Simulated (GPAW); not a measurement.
**Dielectric function and optical constants of BN**

Aim: the dielectric function of BN, and the optical constants that follow from it. The cell comes from an older database entry, whose edges can differ from later determinations, mostly by under a per cent.

Method: DFT, PBE, plane-wave PAW (GPAW data sets), scalar-relativistic, RPA, optical limit, in GPAW 26.7.0.

The database entry behind the starting cell has ideal inner coordinates that were not refined, so it need not match the best structure at ambient conditions.

## (1) Starting point

Symmetry: P6_3mc, No. 186, hexagonal system. The conventional cell has a = 2.536 Å, b = 2.536 Å, c = 4.199 Å, α = 90.00°, β = 90.00°, γ = 120.00°. Nearest to N lie 4 B at 1.56 to 1.57 Å. Nearest to B lie 4 N at 1.56 to 1.57 Å. Farther neighbours and most contacts between anions are not listed.

## (2) Ground state

The self-consistent density comes first; it also tells whether there is a gap, which decides the occupations and the need for a Drude term.

This step: DFT, PBE, plane-wave PAW (GPAW data sets), scalar-relativistic, ground state (GPAW 26.7.0).

gs.py reads:

```python
from ase import Atoms
from ase.dft.bandgap import bandgap
from gpaw import GPAW, PW, FermiDirac

atoms = Atoms(['N', 'N', 'B', 'B'],
              cell=[[2.536000000000, 0.000000000000, 0.000000000000],
                    [-1.268000000000, 2.196240424000, 0.000000000000],
                    [0.000000000000, 0.000000000000, 4.199000000000]],
              scaled_positions=[[0.333333333300, 0.666666666700, 0.875000000000],
                                [0.666666666700, 0.333333333300, 0.375000000000],
                                [0.333333333300, 0.666666666700, 0.500000000000],
                                [0.666666666700, 0.333333333300, 0.000000000000]],
              pbc=[True, True, True])
atoms.calc = GPAW(mode=PW(550), xc='PBE', kpts={'size': (12, 12, 6), 'gamma': True},
                  occupations=FermiDirac(0.05), maxiter=150, txt='gs.txt')
print('energy (eV)', atoms.get_potential_energy())
print('Fermi level (eV)', atoms.calc.get_fermi_level())
print('valence electrons', atoms.calc.get_number_of_electrons())
print('gap (eV)', bandgap(atoms.calc, output=None)[0])
print('direct gap (eV)', bandgap(atoms.calc, direct=True, output=None)[0])
atoms.calc.write('gs.gpw')
```

Started as:

```
$ OMP_NUM_THREADS=1 python gs.py
```

Numbers of over 12 decimals in the logs are rounded to 6 here.

What it wrote:

```text
__  _  _
 | _ |_)|_||  |
 |__||  | ||/\| - 26.7.0

Versions:
  Python: 3.12.14
  ASE:    3.29.0
  Numpy:  2.5.5
  Scipy:  1.18.1
  Libxc:  7.0.0

Input parameters:
  mode=PW(ecut=550.0),
  kpts=MonkhorstPack(size=(12, 12, 6), gamma=True),
  maxiter=150,
  occupations=Occupations(name='fermi-dirac', width=0.05, fixmagmom=False),
  xc=XC(name='PBE')

Diagonalizing LCAO Hamiltonian
Converting LCAO to pw mode

        N
        B

          N
          B

Atoms  # Å, Bohr magnetons
|   | symbol |         x |        y |        z |    initial magnetic moments |
| 0 |      N | -0.000000 | 1.464160 | 3.674125 | ( 0.0000,  0.0000,  0.0000) |
| 1 |      N |  1.268000 | 0.732080 | 1.574625 | ( 0.0000,  0.0000,  0.0000) |
| 2 |      B | -0.000000 | 1.464160 | 2.099500 | ( 0.0000,  0.0000,  0.0000) |
| 3 |      B |  1.268000 | 0.732080 | 0.000000 | ( 0.0000,  0.0000,  0.0000) |

Unit cell  # Å
| periodic |         x |        y |        z |  lengths |     angles |
|      yes |  2.536000 | 0.000000 | 0.000000 | 2.536000 |  90.000000 |
|      yes | -1.268000 | 2.196240 | 0.000000 | 2.536000 |  90.000000 |
|      yes |  0.000000 | 0.000000 | 4.199000 | 4.199000 | 120.000000 |

Number of symmetries: 6
Symmetry operations  # r_c * U_cc + t_c -> r_c
|   | kind |            matrix            |
| 0 |  σ   |  1, 1, 0,  0,-1, 0,  0, 0, 1 |
| 1 |  E   |  1, 0, 0,  0, 1, 0,  0, 0, 1 |
| 2 |  C3  |  0, 1, 0, -1,-1, 0,  0, 0, 1 |
| 3 |  σ   |  0,-1, 0, -1, 0, 0,  0, 0, 1 |
| 4 |  σ   | -1, 0, 0,  1, 1, 0,  0, 0, 1 |
| 5 |  C3  | -1,-1, 0,  1, 0, 0,  0, 0, 1 |

BZ-sampling:
  Number of BZ points: 864
  Number of IBZ points: 100

  Monkhorst-Pack size: [12, 12, 6]
  Monkhorst-Pack shift: [0.041667, 0.041667, 0.083333]

K-points  # in reciprocal-cell coordinates
|     |                                coordinates |     weight |
|   0 | ( -0.00000000,  -0.00000000,   0.00000000) | 0.00115741 |
|   1 | ( -0.00000000,  -0.00000000,   0.16666667) | 0.00231481 |
|   2 | ( -0.00000000,  -0.00000000,   0.33333333) | 0.00231481 |
|   3 | ( -0.00000000,  -0.00000000,   0.50000000) | 0.00115741 |
|   4 | (  0.08333333,  -0.00000000,  -0.33333333) | 0.00694444 |
|   5 | (  0.08333333,  -0.00000000,  -0.16666667) | 0.00694444 |
|   6 | (  0.08333333,  -0.00000000,   0.00000000) | 0.00694444 |
|   7 | (  0.08333333,  -0.00000000,   0.16666667) | 0.00694444 |
|   8 | (  0.08333333,  -0.00000000,   0.33333333) | 0.00694444 |
|   9 | (  0.08333333,  -0.00000000,   0.50000000) | 0.00694444 |
| ... |                                            |            |
|  99 | (  0.50000000,   0.50000000,   0.50000000) | 0.00347222 |

Plane wave coefficients: 702
Cutoff: 550.0 eV

Spin-components: 1 (collinear spins)
Bands:           14
Projectors:      20
Spin-degeneracy: 2
Datatype:        complex128

Parallelization:
  kpt:    1
  domain: 1
  band:   1

Density:
  Valence electrons: 16.0
  Components: 1
  Grid points: [14 14 24]
  Charge: 0.0  # |e|

Potential:
  Grid points: [14 14 24]

species:
  N:
    name:    Nitrogen
    id:
    Z:       7.0
    valence: 5
    core:    2
    charge:  0.0  # [|e|]
    compensation charges:
      type: gauss
      rc: 0.18  # [Å]
      lmax: 2
    cutoffs:
      filter: 1.11  # [Å]
      core: 0.96  # [Å]
    projectors
    | kind |    occ | energy [eV] | rcut [Å] |
    |   2s |  2.000 |     -18.583 |    0.603 |
    |   2p |  3.000 |      -7.089 |    0.529 |
    |    s |        |       8.629 |    0.603 |
    |    p |        |      20.123 |    0.529 |
    |    d |        |       0.000 |    0.577 |

    Using partial waves for N as LCAO basis

  B:
    name:    Boron
    id:
    Z:       5.0
    valence: 3
    core:    2
    charge:  0.0  # [|e|]
    compensation charges:
      type: gauss
      rc: 0.20  # [Å]
      lmax: 2
    cutoffs:
      filter: 1.14  # [Å]
      core: 1.38  # [Å]
    projectors
    | kind |    occ | energy [eV] | rcut [Å] |
    |   2s |  2.000 |      -9.443 |    0.635 |
    |   2p |  1.000 |      -3.606 |    0.635 |
    |    s |        |      17.768 |    0.635 |
    |    p |        |      23.605 |    0.635 |
    |    d |        |       0.000 |    0.635 |

    Using partial waves for B as LCAO basis

Reference energy: -4302.422143  # eV

eigensolver:
  PPCG
  Converge bands: occupied
  niter=2

density mixing:
  MSR1-Mixer
  Pratt-step length: 0.05
  Maximum mixing coefficient: 0.75
  Old densities: 10
  SVD Regularization: 0.005
  Good broyden scale: 1.0
  Trust region scale: 1.0
  Backstep threshold: 4.0
  History deletion threshold: 6.0
  Fourier metric: weight=20.0, sigma=0.015

occupation numbers:
  Fermi-Dirac:
    width: 0.0500  # eV

poisson solver:
  ecut: 4400.0  # eV

xc functional:
  name: PBE with 2 nearest neighbor stencil

convergence criteria:
- Maximum [total energy] change in last 3 cyles: 0.0005 eV / valence electron
- Maximum integral of absolute [dens]ity change: 0.0001 electrons / valence electron
- Maximum integral of absolute [eigenst]ate change: 4e-08 eV^2 / valence electron
maximum number of iterations: 150

SCF iterations
|iter     |      energy | eigst |  dens |
|iter:   1||  -35.828322 | +0.10 |       |
|iter:   2||  -35.509928 | -1.76 | -0.75 |
|iter:   3||  -34.258265 | -0.79 | -0.79 |
|iter:   4||  -34.241614 | -2.60 | -1.39 |
|iter:   5||  -34.240828 | -3.17 | -1.84 |
|iter:   6||  -34.240964c| -4.72 | -2.60 |
|iter:   7||  -34.240961c| -6.08 | -3.49 |
|iter:   8||  -34.240961c| -7.74c| -4.25c|

Converged in 8 steps
SCF loop duration: 15.995 s (1.999 s/step)
Energy contributions relative to reference atoms: (reference = -4302.422143)

Energy contributions:
  Kinetic:          31.171661
  Coulomb:         -28.354471
  Zero:             -0.070734
  External:          0.000000
  Xc:              -36.987417
  Entropy:           0.000000
  Spinorbit:         0.000000
  ----------------------------
  Free energy:     -34.240961
  Extrapolated:    -34.240961

dipole moment: (0.000000, 0.000000, -4.428413)  # |e|*Ang

Fermi level: 13.408
Eigenvalues  # (at kpt = [-0.000, -0.000, 0.000])
| band index |      eig [eV] | occ [0-2] |
|          0 |       -10.148 |     2.000 |
|          1 |        -5.967 |     2.000 |
|          2 |        -0.613 |     2.000 |
|          3 |         8.270 |     2.000 |
|          4 |         8.270 |     2.000 |
|          5 |        10.165 |     2.000 |
|          6 |        10.420 |     2.000 |
|          7 |        10.421 |     2.000 |
|          8 |        18.854 |     0.000 |
|          9 |        18.854 |     0.000 |
|         10 |        19.031 |     0.000 |
|         11 |        20.076 |     0.000 |
|         12 |        21.332 |     0.000 |
|         13 |        22.407 |     0.000 |

Gap: 5.188 eV
Transition (v -> c):
  (s=0, k=0, n=7, [-0.00, -0.00, 0.00]) -> (s=0, k=48, n=8, [0.33, 0.33, 0.00])
Direct/indirect transitions are different
Direct gap: 8.338 eV
Transition at: (s=0, k=6, n=7, [0.08, -0.00, 0.00])

--- standard output ---
energy (eV) -34.240961
Fermi level (eV) 13.407777
valence electrons 16.0
gap (eV) 5.187994
direct gap (eV) 8.338010
```

Wall time 20 s (1 thread of Arm Neoverse V1, shared host); peak memory 0.15 GiB.

Read-outs, printed or worked out from the files:

* energy: -34.24 eV
* Fermi energy: 13.41 eV
* gap on the k-mesh: 5.188 eV
* direct gap on the mesh: 8.338 eV
* electrons: 16

There is a gap, 5.19 eV on this mesh (points off the mesh can give less), so no carriers' term is needed.

## (3) Bands for the response

At the fixed density, many empty bands are solved on the mesh of the response, since the spectrum sums over them.

This step: DFT, PBE, plane-wave PAW (GPAW data sets), scalar-relativistic, bands at fixed density (GPAW 26.7.0).

nscf.py reads:

```python
from ase.dft.bandgap import bandgap
from gpaw import GPAW, FermiDirac

calc = GPAW('gs.gpw').fixed_density(kpts={'size': (15, 15, 7), 'gamma': True}, nbands=30, convergence={'bands': 24},
                                    occupations=FermiDirac(0.001), txt='nscf.txt')
print('gap (eV)', bandgap(calc, output=None)[0])
print('direct gap (eV)', bandgap(calc, direct=True, output=None)[0])
print('top band over the Fermi level (eV)', min(calc.get_eigenvalues(kpt=k)[23] for k in range(len(calc.get_ibz_k_points()))) - calc.get_fermi_level())
calc.write('full.gpw', mode='all')
```

Started as:

```
$ OMP_NUM_THREADS=1 python nscf.py
```

What it wrote:

```text
Diagonalizing LCAO Hamiltonian
Converting LCAO to pw mode
convergence criteria:
- Maximum integral of absolute [eigenst]ate change: 4e-08 eV^2 / valence electron
maximum number of iterations: 150

SCF iterations
|iter     |      energy | eigst |  dens |
|iter:   1||             | +2.73 |       |
|iter:   2||             | +1.21 |       |
|iter:   3||             | -0.68 |       |
|iter:   4||             | -2.22 |       |
|iter:   5||             | -4.00 |       |
|iter:   6||             | -5.47 |       |
|iter:   7||             | -7.04 |       |
|iter:   8||             | -8.00c|       |
SCF steps: 8
  __  _  _
 | _ |_)|_||  |
 |__||  | ||/\| - 26.7.0

Versions:
  Python: 3.12.14
  ASE:    3.29.0
  Numpy:  2.5.5
  Scipy:  1.18.1
  Libxc:  7.0.0

Input parameters:
  mode=PW(ecut=550.0),
  convergence={'bands': 24},
  gpts=array([14, 14, 24]),
  kpts=MonkhorstPack(size=(15, 15, 7), gamma=True),
  maxiter=150,
  nbands=30,
  occupations=Occupations(name='fermi-dirac', width=0.001, fixmagmom=False),
  parallel={},
  xc=XC(name='PBE')

--- standard output ---
gap (eV) 5.187994
direct gap (eV) 8.331098
top band over the Fermi level (eV) 25.577855
```

It took 57 s on 1 thread; peak memory 0.22 GiB.

This step gave:

* direct gap on the mesh: 8.331 eV

(Continued in part 2 of 2.)

[Machine, clock and banner lines and Python warnings are left out of the logs.]

[Logs are printed without paths, hosts, clocks, repeated set-up lines and the standing remarks that a program may print on its own settings, such as how far it seeks lower states.]

[Hosts, paths, dates, database ids (printed as entryN), source tags and the programs' standing remarks are cut or masked in the printed files.]
